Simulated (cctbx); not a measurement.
# Accept or mend?

Cell a = 7.3490 Å, b = 7.3490 Å, c = 3.5510 Å, α = 90.00°, β = 90.00°, γ = 90.00°; space group P4/mbm (no. 127). The compound is Ce2BeCu2.

The data are simulated with cctbx, not measured: Ag Kα, λ = 0.56087 Å, to d = 0.77 Å, 80 % of the full sphere, strongest reflection 40000 counts, noise from counting, a 2 % proportional error and a noise floor of 4 counts (s.d.); no absorption.

An anisotropic refinement with weights 1/σ² prints:

```text
Rint 0.019, 145 unique reflections to 0.77 A
cycle     R1     wR2    GooF  max shift (A)
   1  0.0430  0.1113   9.994   0.00027
   2  0.0277  0.0727   6.530   0.00000
final R1 0.0277 wR2 0.0727 GooF 6.530  parameters 8  data/parameter 18.1
atom        x        y        z      Ueq    occ   su(xyz)  su(Uiso or U11)
Ce1    0.67333  0.17333  0.50000   0.0105  1.000  0.00008  0.0004
Cu1    0.37697  0.12303  0.00000   0.0086  1.000  0.00017  0.0005
difference map: max 10.05 min -0.67 rms 0.37
Q1    0.0000  0.0000  0.0000    2   10.05  2.91 A from Cu1
Q2    0.1807  0.3193  0.5000    4    0.56  0.08 A from Ce1
Q3    0.1350  0.6350  0.5000    4    0.48  1.78 A from Cu1
Q4    0.0357  0.8695  0.1484   16    0.40  1.99 A from Cu1
Q5    0.1018  0.6018  0.0000    4    0.38  0.22 A from Cu1
Q6    0.1087  0.1106  0.0000    8    0.38  1.97 A from Cu1
```

**Question.** Can this result stand? If not, what is the likely fault?

Mend it. The fault: an atom left out, Be at (0, 0, 0). Against the right model at the same level, R1 goes from 0.0046 to 0.0277 and GooF from 0.93 to 6.53 and the top difference peak, 10.1 e/Å³, lies 2.91 Å from Cu1. Q1 is the missing atom. With scattering power missing, scale and phases suffer, so peaks may also grow on the heavy atoms.

The compound is Ce2BeCu2. The right model at the same level gives:

```text
Rint 0.019, 145 unique reflections to 0.77 A
cycle     R1     wR2    GooF  max shift (A)
   1  0.0304  0.0819   7.413   0.00039
   2  0.0046  0.0102   0.926   0.00000
final R1 0.0046 wR2 0.0102 GooF 0.926  parameters 10  data/parameter 14.5
atom        x        y        z      Ueq    occ   su(xyz)  su(Uiso or U11)
Ce1    0.67340  0.17340  0.50000   0.0108  1.000  0.00001  0.0001
Cu1    0.37693  0.12307  0.00000   0.0088  1.000  0.00002  0.0001
Be1    0.00000  0.00000  0.00000   0.0125  1.000  0.00000  0.0011
difference map: max 0.31 min -0.26 rms 0.07
Q1    0.0939  0.5939  0.5000    4    0.31  1.80 A from Cu1
Q2    0.2625  0.2375  0.3555    8    0.21  1.06 A from Ce1
Q3    0.1631  0.3369  0.0000    4    0.20  1.78 A from Ce1
Q4    0.0500  0.8479  0.1257   16    0.17  1.26 A from Be1
Q5    0.1523  0.6523  0.3720    8    0.16  1.36 A from Cu1
Q6    0.0790  0.7545  0.5000    8    0.16  1.89 A from Ce1
```

Isotropic U is held between 0.0001 and 1 Å² by the program, and listed peak heights are interpolated, so they can pass the grid's maximum.

This is a model crystal, built by substitution and not relaxed, with assumed displacement parameters.

[Middle refinement cycles are left out of these outputs.]

[Logs are printed without paths, hosts, clocks, repeated set-up lines and the standing remarks that a program may print on its own settings, such as how far it seeks lower states.]
